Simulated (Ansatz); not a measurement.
# ZnS (P6_3mc): refractive index against wavelength

The refractive index of ZnS (P6_3mc) along x below the direct gap (2.25 eV on the mesh) is read from one computed spectrum, n = √(Re ε). x, y and z are the Cartesian axes of the input cell.

Cell: a, b, c = 3.811, 3.811, 6.234 Å (primitive vectors), 4 atoms.

Method: Ansatz 0.2.0, PBE, independent particles, k-mesh 9×9×4 with interpolation inside its cells, Gaussian parameter 0.1 eV.

Launch of the response step: `ansatz run input.yaml --threads 4 --pin off --max-ram 8192MiB --backend cpu --events-out ev --progress --plain --runs-dir out`. The run took 49 s, on 4 threads of Arm Neoverse V1, with other jobs on the host.

| wavelength (nm) | photon energy E (eV) | n |
| --- | --- | --- |
| 3000 | 0.413 | 2.5019 |
| 2000 | 0.620 | 2.5090 |
| 1550 | 0.800 | 2.5177 |
| 1310 | 0.946 | 2.5266 |
| 1064 | 1.165 | 2.5434 |
| 850 | 1.459 | ? |

In the single-oscillator model n² − 1 = E₀E_d/(E₀² − E²), so 1/(n² − 1) = E₀/E_d − E²/(E₀E_d) is linear in E².

Working, on the rows shown:

| x = E² (eV²) | y = 1/(n² − 1) |
| --- | --- |
| 0.170801 | 0.190132 |
| 0.384302 | 0.188855 |
| 0.639837 | 0.187308 |
| 0.895757 | 0.185746 |
| 1.35784 | 0.182853 |

Means: x̄ = 0.68971, ȳ = 0.18698. Σ(x − x̄)(y − ȳ) = -0.005236, Σ(x − x̄)² = 0.8539. Slope = -0.005236 / 0.8539 = -0.006132; intercept = ȳ − slope · x̄ = 0.19121. Turned back into n, the line misses the rows shown by at most 0.00018.

Task: What does the fit predict for the withheld row, and how well does it do?

Result: At x = 2.1276 the line gives y = 0.17816, that is 2.5716. The run gave 2.5735, so the extrapolation is off by 0.0019, 3 % of the range in the table.

Refitted with all rows, the slope is -0.00628 and the intercept 0.19129. These give E₀ = √(intercept/−slope) = 5.52 eV and E_d = E₀/intercept = 28.9 eV; E₀ is 2.5 times the direct gap. The electronic limit at long wavelengths, without lattice vibrations, is n = √(1 + 1/intercept) = 2.496. The cell comes from an older database entry, whose edges can be off by a per cent or so. Excitons are left out and so are local fields; PBE gaps are as a rule too small.
